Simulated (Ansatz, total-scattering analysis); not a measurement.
# From input file to S(Q): formic acid

Aim: the structure of formic acid at 310 K, and the X-ray and neutron patterns it would give.

Method: ab initio molecular dynamics with Ansatz (revPBE-D3(BJ), plane waves, PAW default files, Langevin thermostat, no spin, fixed volume, H with the mass of D). Composition: 18 formic acid; O 40.0, C 20.0, H 40.0 atom %; 90 atoms. The average runs over 0.60 ps of 90 atoms, so shells between rare elements are rough. Mean temperature 319 K, largest m.s.d. 0.77 Å², energy drift -1 meV an atom (last third less first, no steady trend), Langevin friction 10 ps⁻¹; the first quarter of the run is discarded. Start: last frame of a classical run of this cell at the same density and temperature. So short a stretch relaxes bonds and nearest shells but still remembers its start.

## The run

The step of 1 fs has to resolve the fastest vibration, that of H (given the mass of D, which leaves classical structure unchanged and allows a longer step). The volume is fixed, since the run is too short for a cell to find its own; the mean pressure then hints how far the functional is from its own density, with errors up to a few GPa from cell size, k-points and loose SCF steps (the program warns of the last). One k-point, Γ, is the usual economy for a cell of this size. Smeared occupations keep the forces smooth should levels come near the Fermi energy. A dispersion term is added because semilocal functionals bind large anions and molecules too weakly, which shows as excess pressure at a given density. A Langevin thermostat samples the right structure once equilibrated, but its friction lowers diffusion.

The input, input.yaml:

```yaml
crystal:
  lattice:
    - [10.4084, 0.0, 0.0]
    - [0.0, 10.4084, 0.0]
    - [0.0, 0.0, 10.4084]
  atoms:
    - { symbol: O, position: [0.3644, 0.5814, 0.8229] }
    - { symbol: C, position: [0.3155, 0.6973, 0.8625] }
    - { symbol: O, position: [0.2022, 0.7209, 0.8468] }
    - { symbol: H, position: [0.2866, 0.522, 0.8208] }
[... 84 atom lines left out ...]
    - { symbol: H, position: [0.5407, 0.9684, 0.0282] }
    - { symbol: H, position: [0.7006, 0.7644, 0.9199] }
kpoints:
  mp_grid: { grid: [1, 1, 1] }
scf:
  occupations: { method: fermi_dirac, width: 0.0267 }
hamiltonian:
  xc: revpbe
  pseudopotentials: { kind: paw }
  dispersion: d3bj
output:
  forces: true
  stress: true
md:
  timestep: 1.0
  n_steps: 791
  ensemble: nvt_langevin
  temperature: 310.0
  initial_velocities: maxwell_boltzmann
  seed: 7
  masses: [{ species: H, mass: 2.014 }]
```

```console
$ ansatz run input.yaml --threads 4 --pin off --max-ram 10240MiB --backend cpu --events-out ev --progress --plain --runs-dir out
```

```text
Warning: md: disabling space-group detection — thermal motion breaks the input geometry's symmetry, so no spatial operation reduces the k-mesh or symmetrises the density; time reversal is kept, so that k and −k are [...]
Warning: output.stress: scf.convergence.dr2_threshold = 9e-8 eV (the default of an md: trajectory) is looser than the 9e-9 eV advised for a printed stress (1e-10 eV for each atom of the cell: 90). What an SCF threshold [...]
Warning: RAYON_NUM_THREADS=4 ignored (pool sized by the plan → 4); use --threads N
Engine: ansatz 0.2.0, aarch64-unknown-linux-gnu
Pseudopotential: O, paw, valence charge 6, recommended cutoff 420 eV (normal), O.paw.azcp
Pseudopotential: C, paw, valence charge 4, recommended cutoff 420 eV (normal), C.paw.azcp
Pseudopotential: H, paw, valence charge 1, recommended cutoff 420 eV (normal), H.paw.azcp
Functional definition: revPBE
Crystal: 90 atoms, lattice volume = 1127.592 Å³
Basis set: ecut = 420 eV, 22119 PW (Γ), exchange–correlation on 144×144×144 points (8 copies of the dense FFT grid, shifted against one another)
Bands: 252, of which v1, the nominal top of the filled ones, is band 162 counted from 1 (161 counted from 0)
k-points: 1
[... other set-up lines, SCF lines and steps between those shown are left out ...]
md step     0: t =     0.00 fs  T =   306.6 K  F+E_penalty+E_count = -25577.18012217 eV  E_kin = 3.566283 eV  P_inst = 0.8227 GPa  (10 SCF iters)
md step     1: t =     1.00 fs  T =   303.2 K  F+E_penalty+E_count = -25577.15378014 eV  E_kin = 3.527566 eV  P_inst = 0.6221 GPa  (9 SCF iters, 3 dispersion substeps)
md step    31: t =    31.00 fs  T =   407.1 K  F+E_penalty+E_count = -25578.47243867 eV  E_kin = 4.735871 eV  P_inst = 0.0742 GPa  (7 SCF iters, 3 dispersion substeps)
md step    62: t =    62.00 fs  T =   360.4 K  F+E_penalty+E_count = -25578.62417163 eV  E_kin = 4.192899 eV  P_inst = 0.4220 GPa  (7 SCF iters, 3 dispersion substeps)
md step    93: t =    93.00 fs  T =   330.2 K  F+E_penalty+E_count = -25578.90847134 eV  E_kin = 3.841919 eV  P_inst = 0.2680 GPa  (7 SCF iters, 3 dispersion substeps)
md step   124: t =   124.00 fs  T =   363.5 K  F+E_penalty+E_count = -25579.09677330 eV  E_kin = 4.229115 eV  P_inst = 1.1038 GPa  (7 SCF iters, 3 dispersion substeps)
md step   155: t =   155.00 fs  T =   332.5 K  F+E_penalty+E_count = -25578.91059617 eV  E_kin = 3.868164 eV  P_inst = 1.0902 GPa  (7 SCF iters, 3 dispersion substeps)
md step   186: t =   186.00 fs  T =   321.4 K  F+E_penalty+E_count = -25579.23343559 eV  E_kin = 3.739534 eV  P_inst = 0.4277 GPa  (7 SCF iters, 3 dispersion substeps)
md step   217: t =   217.00 fs  T =   322.7 K  F+E_penalty+E_count = -25579.54384555 eV  E_kin = 3.754594 eV  P_inst = 0.7466 GPa  (7 SCF iters, 3 dispersion substeps)
md step   248: t =   248.00 fs  T =   305.9 K  F+E_penalty+E_count = -25579.47851584 eV  E_kin = 3.558135 eV  P_inst = 1.0099 GPa  (7 SCF iters, 3 dispersion substeps)
md step   279: t =   279.00 fs  T =   309.4 K  F+E_penalty+E_count = -25579.71305085 eV  E_kin = 3.599704 eV  P_inst = 0.7609 GPa  (7 SCF iters, 3 dispersion substeps)
md step   310: t =   310.00 fs  T =   306.2 K  F+E_penalty+E_count = -25579.74870184 eV  E_kin = 3.562067 eV  P_inst = -0.3139 GPa  (9 SCF iters, 3 dispersion substeps)
md step   341: t =   341.00 fs  T =   329.2 K  F+E_penalty+E_count = -25579.61364333 eV  E_kin = 3.829653 eV  P_inst = 0.9195 GPa  (7 SCF iters, 3 dispersion substeps)
md step   372: t =   372.00 fs  T =   289.8 K  F+E_penalty+E_count = -25579.19676120 eV  E_kin = 3.371159 eV  P_inst = 0.0515 GPa  (7 SCF iters, 3 dispersion substeps)
md step   403: t =   403.00 fs  T =   298.1 K  F+E_penalty+E_count = -25579.27183939 eV  E_kin = 3.468187 eV  P_inst = 0.5623 GPa  (7 SCF iters, 3 dispersion substeps)
md step   434: t =   434.00 fs  T =   323.5 K  F+E_penalty+E_count = -25579.02774033 eV  E_kin = 3.763418 eV  P_inst = -0.0438 GPa  (7 SCF iters, 3 dispersion substeps)
md step   465: t =   465.00 fs  T =   299.1 K  F+E_penalty+E_count = -25578.44141984 eV  E_kin = 3.479282 eV  P_inst = 0.5704 GPa  (7 SCF iters, 3 dispersion substeps)
md step   496: t =   496.00 fs  T =   284.7 K  F+E_penalty+E_count = -25578.62022109 eV  E_kin = 3.311757 eV  P_inst = 1.1683 GPa  (7 SCF iters, 3 dispersion substeps)
md step   527: t =   527.00 fs  T =   368.6 K  F+E_penalty+E_count = -25579.61021391 eV  E_kin = 4.287966 eV  P_inst = 0.8622 GPa  (7 SCF iters, 3 dispersion substeps)
md step   558: t =   558.00 fs  T =   316.6 K  F+E_penalty+E_count = -25579.13411197 eV  E_kin = 3.683509 eV  P_inst = 1.5579 GPa  (8 SCF iters, 3 dispersion substeps)
md step   589: t =   589.00 fs  T =   301.3 K  F+E_penalty+E_count = -25579.22909522 eV  E_kin = 3.505649 eV  P_inst = 1.2179 GPa  (7 SCF iters, 3 dispersion substeps)
md step   620: t =   620.00 fs  T =   308.1 K  F+E_penalty+E_count = -25579.26216521 eV  E_kin = 3.584644 eV  P_inst = 0.8657 GPa  (9 SCF iters, 3 dispersion substeps)
md step   651: t =   651.00 fs  T =   333.7 K  F+E_penalty+E_count = -25579.60029959 eV  E_kin = 3.882068 eV  P_inst = 1.7483 GPa  (7 SCF iters, 3 dispersion substeps)
md step   682: t =   682.00 fs  T =   350.1 K  F+E_penalty+E_count = -25579.76070107 eV  E_kin = 4.072969 eV  P_inst = 0.2916 GPa  (7 SCF iters, 3 dispersion substeps)
md step   713: t =   713.00 fs  T =   327.3 K  F+E_penalty+E_count = -25579.69815140 eV  E_kin = 3.807340 eV  P_inst = 0.1312 GPa  (7 SCF iters, 3 dispersion substeps)
md step   744: t =   744.00 fs  T =   313.9 K  F+E_penalty+E_count = -25579.74156188 eV  E_kin = 3.652249 eV  P_inst = 0.2124 GPa  (7 SCF iters, 3 dispersion substeps)
md step   775: t =   775.00 fs  T =   330.7 K  F+E_penalty+E_count = -25579.87548665 eV  E_kin = 3.847441 eV  P_inst = 0.9318 GPa  (7 SCF iters, 3 dispersion substeps)
[... last step's energies and forces left out ...]
--- MD trajectory: 791 steps, t = 0.0 → 791.0 fs ---
  final state: T = 291.4 K   F+E_penalty+E_count = -25579.50162721 eV   E_kin = 3.390448 eV
```

Run time: 69 min on 4 threads of Arm Neoverse V1 (shared host), peak memory 1.2 GiB.

## Analysis

S(Q) is the Faber–Ziman total, Σ ci cj fi fj (Sij − 1)/⟨f⟩² + 1. Below 4 Å⁻¹ the partials are summed on the cell's own reciprocal vectors (from 0.60 Å⁻¹) and folded with a Gaussian of σ = 0.13 Å⁻¹; above it they are transforms of g(r) out to 7.1 Å, tapered over the last 40 %. The fold lowers sharp peaks, and with so few vectors their positions are good to about 0.1 Å⁻¹. X-rays take neutral-atom form factors, neutrons coherent lengths (O 5.8037, C 6.6472, H 6.6681 fm). Hydrogen is taken as deuterium. G(r) = 4πrρ₀[g(r) − 1] carries the resolution of a Lorch-windowed transform up to 20 Å⁻¹. The patterns are simulated, not measured. The cell is small: beyond half the box only the part of each shell inside it is counted, and low-Q values rest on few vectors. It is averaged over 149 frames.

```
T (K)  state  density (g/cm³)  first clear X-ray maximum (Å⁻¹)  its height (X-ray)  first clear neutron maximum (Å⁻¹)  its height (neutron)  C–C (Å)  C around C                  held  D over the elements, rough (10⁻⁹ m²/s)
  310   slow            1.220                             1.76                1.90                               1.78                  1.83     3.77       10.67  volume, 0.6 GPa mean                                       -
```

X-ray S(Q):

```csv
Q (Å⁻¹),310 K
0.8,-0.11
1.1,0.12
1.4,0.85
1.7,1.86
2.0,1.71
2.3,1.50
2.6,0.86
2.9,0.69
3.2,0.60
3.5,0.67
3.8,0.78
4.1,0.90
4.4,0.84
4.7,0.75
5.0,0.81
5.3,1.03
5.6,1.22
5.9,1.32
6.2,1.32
6.5,1.22
6.8,1.11
7.1,1.04
7.4,0.98
7.7,0.91
8.0,0.85
8.3,0.83
8.6,0.85
8.9,0.89
```

At 310 K the maxima of S(Q), Q in Å⁻¹ (height), are X-ray: 1.76 (1.90), 4.12 (0.90), 6.04 (1.33), 11.46 (1.13); neutron: 1.78 (1.83), 4.00 (0.88), 7.14 (1.19). Its shells:

| pair | first peak (Å) | g there | first minimum (Å) | g there | neighbours | kind | X-ray weight (f = Z) | neutron weight |
| --- | --- | --- | --- | --- | --- | --- | --- | --- |
| O–H | 1.00 | 12.6 | 1.26 | 0.01 | 0.5 H per O, 0.5 O per H | within molecules | 0.11 | 0.31 |
| C–H | 1.10 | 22.4 | 1.42 | 0.00 | 1.0 H per C, 0.5 C per H | within molecules | 0.04 | 0.18 |
| O–C | 1.23 | 21.0 | 1.58 | 0.01 | 1.0 C per O, 2.0 O per C | within molecules | 0.33 | 0.15 |
| O–O | 2.27 | 4.2 | 2.48 | 0.29 | 1.0 | within molecules | 0.44 | 0.14 |
| H–H | 2.84 | 2.8 | 3.27 | 1.07 | 3.7 | 41 % within molecules at the peak | 0.01 | 0.18 |
| C–C | 3.77 | 2.1 | 5.52 | 0.77 | 10.7 | between molecules | 0.06 | 0.04 |

The tapered transform alone would put 1.78 at the X-ray maximum of 1.76 Å⁻¹, where the reciprocal vectors give 1.90: a cut in r lowers sharp peaks, which is why the direct sum is used there.

**Reading.** Distances within molecules give the sharpest pair functions, and with hydrogen they rule the neutron S(Q) at high Q: O–H 1.00 Å, C–H 1.10 Å, O–C 1.23 Å and O–O 2.27 Å (first peaks only). On the last frame 94 % of the H on O, N or F point at an acceptor of another molecule or at an anion within hydrogen-bond range (2.35 Å to O, N, F; 2.85 Å to Cl, Br, I).

[Logs are printed without paths, hosts, clocks, repeated set-up lines and the standing remarks that a program may print on its own settings, such as how far it seeks lower states.]
